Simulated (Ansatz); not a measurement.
# KSrBr3 (built on the sites of a database entry of CsPbBr3): following an unstable mode

Wanted: the energy along a soft mode of KSrBr3 (built on the sites of a database entry of CsPbBr3) and the structure at the end.

Main program and level: Ansatz 0.2.0; DFT PBEsol, scalar-relativistic, plane waves, PseudoDojo norm-conserving pseudopotentials.

The structure was built from a prototype and need not be the compound's stable phase.

**1. Starting point**

The structure is cubic, space group Pm-3m (No. 221). Conventional cell: a = 5.873 Å, b = 5.873 Å, c = 5.873 Å, α = 90.00°, β = 90.00°, γ = 90.00°. Nearest to K lie 12 Br at 4.15 Å. Nearest to Sr lie 6 Br at 2.94 Å. Br has 2 Sr at 2.94 Å and 4 K at 4.15 Å nearest. Farther neighbours and most contacts between anions are not listed.

**2. Phonons on a q mesh**

The cell comes from relaxations at this level that are not shown. Stability and thermal properties need the whole zone. Linear response on a 2×2×2 q mesh gives force constants as far as a supercell of that size would, and the tensors from the zone-centre run are typed in so that the long-range dipole term is interpolated apart.

input.yaml

```yaml
crystal:
  lattice:
    - [5.8733190708, 0.0, 0.0]
    - [0.0, 5.8733190708, 0.0]
    - [0.0, 0.0, 5.8733190708]
  atoms:
    - { symbol: K, position: [0.0, 0.0, 0.0] }
    - { symbol: Sr, position: [0.5, 0.5, 0.5] }
    - { symbol: Br, position: [0.0, 0.5, 0.5] }
    - { symbol: Br, position: [0.5, 0.0, 0.5] }
    - { symbol: Br, position: [0.5, 0.5, 0.0] }
kpoints:
  mp_grid: { grid: [4, 4, 4] }
hamiltonian:
  xc: pbesol
  pseudopotentials: { kind: nc, accuracy: standard }
scf:
  occupations: { method: fixed }
output:
  eigenvalues: true
phonons:
  method: dfpt
  qmesh: [2, 2, 2]
  temperatures: { t_max: 1000, t_step: 50 }
  qpath:
    path:
      - [[0.0, 0.0, 0.0], [0.0, 0.5, 0.0], [0.5, 0.5, 0.0], [0.0, 0.0, 0.0], [0.5, 0.5, 0.5], [0.0, 0.5, 0.0]]
      - [[0.5, 0.5, 0.5], [0.5, 0.5, 0.0]]
    npoints: 10
  non_analytic_term:
    high_frequency_dielectric_tensor: [[2.7386, 0.0, 0.0], [0.0, 2.7386, 0.0], [0.0, 0.0, 2.7386]]
    born_effective_charges:
      - { species: K, tensor: [[1.314, 0.0, 0.0], [0.0, 1.314, 0.0], [0.0, 0.0, 1.314]] }
      - { species: Sr, tensor: [[2.4104, 0.0, 0.0], [0.0, 2.4104, 0.0], [0.0, 0.0, 2.4104]] }
      - { species: Br, tensor: [[-2.0009, 0.0, 0.0], [0.0, -0.8617, 0.0], [0.0, 0.0, -0.8617]] }
      - { species: Br, tensor: [[-0.8617, 0.0, 0.0], [0.0, -2.0009, 0.0], [0.0, 0.0, -0.8617]] }
      - { species: Br, tensor: [[-0.8617, 0.0, 0.0], [0.0, -0.8617, 0.0], [0.0, 0.0, -2.0009]] }
    source: "zone-centre run at this cell"
```

Command:

```console
$ ansatz run input.yaml --threads 8 --pin off --max-ram 14336MiB --backend cpu --events-out ev --progress --plain --runs-dir out
```

Numbers of over 12 decimals in the logs are rounded to 6 here.

What it wrote:

```text
Engine: ansatz 0.2.0, aarch64-unknown-linux-gnu
Pseudopotentials: kind: nc
Pseudopotential: K, nc, valence charge 9, recommended cutoff 1006.821291 eV (normal), K.nc.azcp (PseudoDojo's, or run here from an input of PseudoDojo's; its table is named by hamiltonian.pseudopotentials.accuracy)
Pseudopotential: Sr, nc, valence charge 10, recommended cutoff 925.187132 eV (normal), Sr.nc.azcp (PseudoDojo's, or run here from an input of PseudoDojo's; its table is named by hamiltonian.pseudopotentials.accuracy)
Pseudopotential: Br, nc, valence charge 7, recommended cutoff 625.861884 eV (normal), Br.nc.azcp (PseudoDojo's, or run here from an input of PseudoDojo's; its table is named by hamiltonian.pseudopotentials.accuracy)
Functional definition: PBEsol
  exchange = pbesol_x
  correlation = pbesol_c
Crystal: 5 atoms, lattice volume = 202.605 Å³
Basis set: ecut = 1006.821291 eV, 14771 PW (Γ), exchange–correlation on 128×128×128 points (8 copies of the dense FFT grid, shifted against one another)
Bands: 25, of which v1, the nominal top of the filled ones, is band 20 counted from 1 (19 counted from 0)
Symmetry: 48 space group operations
k-points: 10 of 64
Non-local potential: K, projectors of the file, l = 0: 2, l = 1: 2, l = 2: 2
Non-local potential: Sr, projectors of the file, l = 0: 2, l = 1: 2, l = 2: 2
Non-local potential: Br, projectors of the file, l = 0: 2, l = 1: 2, l = 2: 2
Initial density: superposition of atomic densities (chi_scale 0.1, normalization cell, long waves kept (reshape's long-wave potential 0.01 eV rms))
Initial wavefunctions: pseudopotential atomic-orbital guess
Functional: x = pbesol(κ = 0.804, μ = 0.123457), c = pbesol(β = 0.046)
SCF iter   1: F=—  HF=-3041.090512 eV  |F-HF|=—  |Δ(HF+E_count)|=         —  Δρ=3.26e-2  dr2=4.27e0  ethr=3.10e-3  ⟨swp⟩=8.8  Hψ=1418  notcnv=0  defer=26
preconditioner: auto → Resta (q_TF=auto, 2.082 Å⁻¹)  ε∞=4.5  [insulator: Δε(μ)=2.833 eV  Ē_g=5.879 eV  n_scr=26 (ndim 8)  ℏωp=11.1 eV  f_vac=0.004  ε∞_Penn≈4.5]
SCF iter   2: F=—  HF=-3039.622208 eV  |F-HF|=—  |Δ(HF+E_count)|=    1.47e0  Δρ=1.38e-2  dr2=9.67e-1  ethr=3.10e-3  ⟨swp⟩=5.1  Hψ=664  notcnv=0  defer=25
SCF iter   3: F=—  HF=-3039.227869 eV  |F-HF|=—  |Δ(HF+E_count)|=   3.94e-1  Δρ=4.15e-3  dr2=6.08e-2  ethr=2.42e-3  ⟨swp⟩=4.6  Hψ=564  notcnv=0  defer=26
SCF iter   4: F=—  HF=-3039.227981 eV  |F-HF|=—  |Δ(HF+E_count)|=   1.12e-4  Δρ=9.73e-4  dr2=3.09e-3  ethr=1.52e-4  ⟨swp⟩=4.2  Hψ=630  notcnv=0  defer=26
SCF iter   5: F=—  HF=-3039.229802 eV  |F-HF|=—  |Δ(HF+E_count)|=   1.82e-3  Δρ=2.91e-4  dr2=2.62e-4  ethr=7.73e-6  ⟨swp⟩=4.2  Hψ=484  notcnv=0  defer=26
SCF iter   6: F=—  HF=-3039.230406 eV  |F-HF|=—  |Δ(HF+E_count)|=   6.04e-4  Δρ=6.69e-5  dr2=2.30e-5  ethr=6.55e-7  ⟨swp⟩=3.2  Hψ=455  notcnv=0  defer=26
SCF iter   7: F=—  HF=-3039.230456 eV  |F-HF|=—  |Δ(HF+E_count)|=   4.91e-5  Δρ=2.06e-5  dr2=3.42e-6  ethr=5.75e-8  ⟨swp⟩=2.5  Hψ=430  notcnv=0  defer=24
SCF iter   8: F=—  HF=-3039.230655 eV  |F-HF|=—  |Δ(HF+E_count)|=   2.00e-4  Δρ=4.78e-6  dr2=4.92e-8  ethr=8.54e-9  ⟨swp⟩=2.1  Hψ=398  notcnv=0  defer=24
SCF iter   9: F=—  HF=-3039.230655 eV  |F-HF|=—  |Δ(HF+E_count)|=   6.81e-8  Δρ=8.40e-7  dr2=2.60e-9  ethr=1.23e-10  ⟨swp⟩=2.5  Hψ=434  notcnv=0  defer=24
SCF iter  10: F=—  HF=-3039.230655 eV  |F-HF|=—  |Δ(HF+E_count)|=   6.33e-9  Δρ=2.78e-7  dr2=2.04e-10  ethr=6.49e-12  ⟨swp⟩=2.4  Hψ=459  notcnv=0  defer=24
SCF iter  11: F=-3039.230655 eV  HF=-3039.230655 eV  |F-HF|=1.55e-11  |Δ(HF+E_count)|=  3.57e-10  Δρ=6.13e-8  dr2=8.07e-12  ethr=1.00e-12  ⟨swp⟩=25.3  Hψ=3086  notcnv=0
SCF 1 converged in 11 iterations: F = -3039.230655 eV  dr2 = 8.07e-12
NSCF: frozen V_eff on 10 k-points
NSCF: frozen V_eff on 27 k-points
DFPT response loops at q = (0, 0, 0) (fractional): preconditioner auto → none (the input reference at scf.mixing.eps_inf says where Resta's filter doesn't serve); β = 0.50; Broyden in place of MSR1
NSCF: frozen V_eff on 54 k-points
DFPT response loops at q = (0, 0, -0.5) (fractional): preconditioner auto → Resta (q_TF=auto, 2.082 Å⁻¹)  ε∞=4.0 (no band partly filled); β = 1.00, the filter's whole step (`scf.mixing.beta` (0.50) is not read by the response loops at its default; to damp them type it under 1.00, their step now; it binds the ground state too); Broyden in place of MSR1
NSCF: frozen V_eff on 54 k-points
DFPT response loops at q = (0, -0.5, -0.5) (fractional): mixed as the last ones told, above
NSCF: frozen V_eff on 54 k-points
DFPT response loops at q = (-0.5, -0.5, -0.5) (fractional): mixed as the last ones told, above
SCF converged after 11 iterations
Free energy (F): -3039.230655 eV
Harris-Foulkes:  -3039.230655 eV  (|F-HF|=1.55e-11)
Internal energy: -3039.230655 eV  (E = F + TS)
E sigma→0 (E₀):  -3039.230655 eV
Fermi energy:    1.121174 eV
--- Per-component energies (eV) ---
  E_band       = -336.361926
  E_kinetic    = 887.609912
  E_local      = -2361.169584  (includes V_loc(G=0)·N_el)
  E_nonlocal   = 437.712342
  E_hartree    = 664.007344
  E_xc         = -820.364312
  E_vxc        = -628.529295  (∫ρ·V_xc dr)
  E_ewald      = -1847.026357
  E_smearing   = -0.000000  (= −TS)
  E_closure    = -0.000000  (closes the sum)
  Σ components = -3039.230655   (vs F -3039.230655, Δ=0.00e0)
--- Band table (eV; the first three rows and the last of 10) ---
  k-point 0: bands = [... 16 lower, 0.6279, 0.8747, 0.8747, 0.8747, 4.8466, 6.2541, 6.2541, 6.2541, ... 1 higher]
  k-point 1: bands = [... 16 lower, 0.5059, 0.5683, 0.8178, 0.8178, 5.4208, 6.3425, 6.7862, 6.7862, ... 1 higher]
  k-point 2: bands = [... 16 lower, 0.3098, 0.5111, 0.7917, 0.7917, 6.4450, 6.5771, 6.5841, 7.5272, ... 1 higher]
  k-point 9: bands = [... 16 lower, -0.2892, 1.1212, 1.1212, 1.1212, 6.2177, 7.5090, 7.5090, 7.5090, ... 1 higher]
--- Phonons (Γ-DFPT): 4 representative perturbations + reference (Σ response iterations 10) ---
  ASR residual: 1.922e-4 → 0.000e0 eV/Å²; symmetrization residual: 1.505e-6 eV/Å²
  ASR residual per site (eV/Å²): 9.66e-5 1.92e-4 6.98e-5 6.98e-5 6.98e-5
  Γ frequencies (cm⁻¹): -55.50 -55.50 -55.50 -20.93 -20.93 -20.93 0.00 0.00 0.00 52.80 52.80 52.80 180.33 180.33 180.33
--- Phonons (arbitrary-q DFPT): 4 irreducible q on the 2×2×2 mesh ---
  q = [0.0000, 0.0000, 0.0000] (star 1, of the zone-centre solve; hermiticity 5.27e-7, symmetrization 1.96e-14): -55.50 -55.50 -55.50 -20.93 -20.93 -20.93 -0.00 0.00 0.00 52.80 52.80 52.80 180.33 180.33 180.33
  q = [0.0000, 0.0000, -0.5000] (star 3, 9 solved perturbations in 216 linear systems a pass and spin channel, the states on 27 of 64 k-point pairs; hermiticity 4.02e-7, symmetrization 1.39e-12, the responses' own estimated error 1.3e-4 eV/Å²): -50.75 -50.75 -20.57 -20.57 -14.16 30.44 30.44 40.99 45.20 45.20 48.27 148.67 163.07 180.26 180.26
  q = [0.0000, -0.5000, -0.5000] (star 3, 9 solved perturbations in 216 linear systems a pass and spin channel, the states on 27 of 64 k-point pairs; hermiticity 2.19e-7, symmetrization 2.85e-12, the responses' own estimated error 1.2e-4 eV/Å²): -51.72 -51.72 -42.08 -41.82 14.58 14.58 44.01 47.25 47.25 51.34 143.88 149.09 149.09 165.89 180.21
  q = [-0.5000, -0.5000, -0.5000] (star 1, 4 solved perturbations in 81 linear systems a pass and spin channel, the states on 27 of 64 k-point pairs; hermiticity 1.04e-7, symmetrization 4.31e-13, the responses' own estimated error 1.1e-4 eV/Å²): -54.27 -54.27 -54.27 -42.26 -42.26 -42.26 60.04 60.04 60.04 143.62 143.62 147.11 147.11 147.11 169.35
  sum rule: each row above includes the acoustic sum rule's correction from the zone centre's row sums; it moved no ω² by more than (0.82 cm⁻¹)²
  mesh force constants: q→R imaginary residual 3.65e-18; ASR residual 1.922e-4 → 0.000e0 eV/Å²; symmetrization residual 9.770e-15 eV/Å²
  interpolated dispersion: 63 rows × 15 modes
  density of states and harmonic sums: on the 12×12×12 q-mesh, interpolated from the force constants of a 2×2×2 supercell (with the dipole–dipole term of supplied tensors)
  largest difference from the sums on the solved wave vectors: F 6.51e-2 eV, S 7.20e-5 and C_V 1.37e-5 eV/K
  zero-point energy: 0.059451 eV/cell   skipped modes (ω ≤ 0): 449, of them read as no rigid motion or as one in doubt: 446 (5.329e0 modes/cell left out, lowest -55.50 cm⁻¹)   left out of the sums: 3.55e-1 of the cell's modes: C_V's classical limit lies that fraction below 3 k_B per atom; for a crystal, a wire or a layer, F and S can be off by more, and a phonons.interpolated_qmesh denser along its periods is the remedy for the sampling
```

Wall time 4.4 min (8 threads of Arm Neoverse N1, shared host); peak memory 2.6 GiB; 34 min of CPU time.

The column dr2 measures how far the density is from self-consistency, as an energy; F and HF (Harris–Foulkes) agree once it is small.

Numbers from this step:

- gap on the k-mesh: 3.725 eV
- volume per atom: 40.52 Å³
- sum-rule residual before enforcement: 1.92e-4 eV/Å²
- lowest frequency on the path: -55.50 cm⁻¹
- point group: m-3m
- highest frequency on the path or at a solved wavevector: 208.9 cm⁻¹
- highest optical mode at the zone centre (no LO-TO term): 180.3 cm⁻¹
- lowest optical zone-centre mode: -55.5 cm⁻¹
- lowest mode on the q mesh (acoustic modes at Γ apart): -55.5 cm⁻¹

Frequencies (cm⁻¹) solved at each irreducible wavevector; negative means imaginary. Frequencies by wavevector, by row:

```csv
q in reciprocal lattice units,star,mode 1,mode 2,mode 3,mode 4,mode 13,mode 14,mode 15
0 0 0,1,-55.5,-55.5,-55.5,-20.9,180.3,180.3,180.3
0 0 -0.5,3,-50.8,-50.8,-20.6,-20.6,163.1,180.3,180.3
0 -0.5 -0.5,3,-51.7,-51.7,-42.1,-41.8,149.1,165.9,180.2
-0.5 -0.5 -0.5,1,-54.3,-54.3,-54.3,-42.3,147.1,147.1,169.3
```

Interpolated from a 2×2×2 q mesh, with the LO-TO term (at Γ the limit along the path; where Γ stands inside the path, tables give the limit on arrival). Phonon branches along the path, in cm⁻¹:

```csv
point,branch 1,branch 2,branch 3,branch 4,branch 12,branch 13,branch 14,branch 15
Γ,-56,-56,-21,-21,59,180,180,209
halfway,-53,-53,-19,-19,95,180,180,196
X,-51,-51,-21,-21,149,163,180,180
halfway,-52,-47,-38,-33,149,154,180,182
M,-52,-52,-42,-42,149,149,166,180
halfway,-52,-50,-30,-29,96,170,180,195
Γ,-56,-56,-21,-21,59,180,180,209
halfway,-52,-52,-32,-30,98,171,171,194
R,-54,-54,-54,-42,147,147,147,169
halfway,-52,-50,-44,-35,148,152,172,185
X,-51,-51,-21,-21,149,163,180,180
jump to R,-54,-54,-54,-42,147,147,147,169
halfway,-52,-52,-49,-42,148,148,159,180
M,-52,-52,-42,-42,149,149,166,180
```

Symmetry leaves 4 wavevectors to solve. The lowest mode among them, the acoustic zeros apart, lies at Γ and is imaginary, 55.5i cm⁻¹, so the energy falls along it.

**3. The mode frozen in, largest atomic shift 0 Å**

The mode followed lies at Γ with frequency 55.5i cm⁻¹ and is 3-fold degenerate, the softest among the wavevectors solved. At small amplitude the distorted cell has space group no. 160 by a symmetry search on the positions. The undistorted cell that holds it gives the zero of energy on the same k mesh.

input.yaml, the sections that differ from step 2:

```yaml
scf:
  occupations: { method: gaussian, width: 0.02 }
output:
  forces: true
  stress: true
  eigenvalues: true
# crystal, kpoints, hamiltonian: as in step 2
# phonons: removed
```

What it wrote:

```text
[...]
Crystal: 5 atoms, lattice volume = 202.605 Å³
Basis set: ecut = 1006.821291 eV, 14771 PW (Γ), exchange–correlation on 128×128×128 points (8 copies of the dense FFT grid, shifted against one another)
Bands: 25, of which v1, the nominal top of the filled ones, is band 20 counted from 1 (19 counted from 0)
Symmetry: 48 space group operations
[...]
k-points: 10 of 64
[...]
P = ⅓ Tr σ = 0.0057 GPa (0.057 kbar)
--- Band table (eV; the first three rows and the last of 10) ---
  k-point 0: bands = [... 16 lower, 0.6279, 0.8746, 0.8746, 0.8746, 4.8466, 6.2540, 6.2540, 6.2540]
  k-point 1: bands = [... 16 lower, 0.5058, 0.5682, 0.8177, 0.8177, 5.4208, 6.3425, 6.7862, 6.7862]
  k-point 2: bands = [... 16 lower, 0.3097, 0.5110, 0.7916, 0.7916, 6.4449, 6.5771, 6.5841, 7.5271]
  k-point 9: bands = [... 16 lower, -0.2893, 1.1211, 1.1211, 1.1211, 6.2177, 7.5091, 7.5091, 7.5091]
[key lines of the parts left out:]
SCF converged after 8 iterations
Free energy (F): -3039.230655 eV
Fermi energy:    2.983892 eV
```

Wall time 3.4 s (8 threads); peak memory 1.2 GiB; 25 s of CPU time.

Numbers from this step:

```yaml
pressure: 0.005700 GPa
gap_on_the_k_mesh: 3.726 eV
energy_from_the_undistorted_cell: 0 meV/atom
```

At this level the gap is 3.73 eV on the k-mesh of the self-consistent run, which can miss the band edges.

**4. The mode frozen in, largest atomic shift 0.6 Å**

The atoms are moved along the unstable eigenvector, the largest shift by 0.6 Å, with the cell fixed.

input.yaml, the sections that differ from step 3:

```yaml
crystal:
  lattice:
    - [5.8733190708, 0.0, 0.0]
    - [0.0, 5.8733190708, 0.0]
    - [0.0, 0.0, 5.8733190708]
  atoms:
    - { symbol: K, position: [-0.0589803069, 0.0589803069, 0.0589803069] }
    - { symbol: Sr, position: [0.4980785138, 0.5019214862, 0.5019214862] }
    - { symbol: Br, position: [-0.0002737139, 0.4843796231, 0.4843796231] }
    - { symbol: Br, position: [0.5156203769, 0.0002737139, 0.4843796231] }
    - { symbol: Br, position: [0.5156203769, 0.4843796231, 0.0002737139] }
# kpoints, hamiltonian, scf, output: as in step 3
```

What it wrote:

```text
[...]
Crystal: 5 atoms, lattice volume = 202.605 Å³
Basis set: ecut = 1006.821291 eV, 14771 PW (Γ), exchange–correlation on 128×128×128 points (8 copies of the dense FFT grid, shifted against one another)
Bands: 25, of which v1, the nominal top of the filled ones, is band 20 counted from 1 (19 counted from 0)
Symmetry: 6 space group operations
[...]
P = ⅓ Tr σ = 0.1794 GPa (1.794 kbar)
--- Band table (eV; the first three rows and the last of 13) ---
  k-point 0: bands = [... 16 lower, 0.6023, 0.7975, 0.8277, 0.8277, 4.9477, 6.2362, 6.2717, 6.2717]
  k-point 1: bands = [... 16 lower, 0.4316, 0.5347, 0.7608, 0.7683, 5.5130, 6.3205, 6.7213, 6.7918]
  k-point 2: bands = [... 16 lower, 0.2675, 0.4780, 0.7373, 0.7380, 6.3977, 6.6068, 6.6553, 7.4917]
  k-point 12: bands = [... 16 lower, -0.3268, 1.0358, 1.0358, 1.0942, 6.3396, 7.5789, 7.6190, 7.6190]
[key lines of the parts left out:]
SCF converged after 9 iterations
Free energy (F): -3039.311723 eV
Fermi energy:    3.020987 eV
```

Wall time 5.3 s (8 threads); peak memory 1.1 GiB.

Numbers from this step:

| Item | Value |
| --- | --- |
| pressure | 0.1794 GPa |
| gap on the k-mesh | 3.853 eV |
| energy from the undistorted cell | -16.21 meV/atom |

The energy, extrapolated to zero smearing, is -16.21 meV/atom against the undistorted cell.

The run ends at a pressure of 0.18 GPa, with forces up to 0.14 eV/Å.

**5. Energy along the mode, all amplitudes (two of the runs are shown above)**

An imaginary frequency means negative curvature, so the energy should fall and then rise again as anharmonic terms take over.

This step gave:

```yaml
depth_at_the_lowest_point_sampled: 16.21 meV/atom
largest_atomic_shift_at_that_point: 0.6 Å
```

Energy from the parent against largest atomic shift:

```csv
largest atomic shift (Å),energy from the parent (meV/atom)
0.000,0
0.040,-0.091
0.080,-0.364
0.140,-1.11
0.220,-2.69
0.320,-5.52
0.450,-10.3
0.600,-16.2
```

Displacement at unit largest shift by atom:

```csv
atom,x (Å),y (Å),z (Å),size
K1,-0.577,0.577,0.577,0.999
Sr2,-0.019,0.019,0.019,0.033
Br3,-0.003,-0.153,-0.153,0.216
Br4,0.153,0.003,-0.153,0.216
Br5,0.153,-0.153,0.003,0.216
```

The lowest of the steps tried is the last one, at 0.6 Å, 16.2 meV/atom below the parent; the bottom of the well need not coincide with a step.

(Continued in part 2 of 3.)

[Logs are printed without paths, hosts, clocks, repeated set-up lines and the standing remarks that a program may print on its own settings, such as how far it seeks lower states.]

[Hosts, paths, dates, database ids (printed as entryN), source tags and the programs' standing remarks are cut or masked in the printed files.]
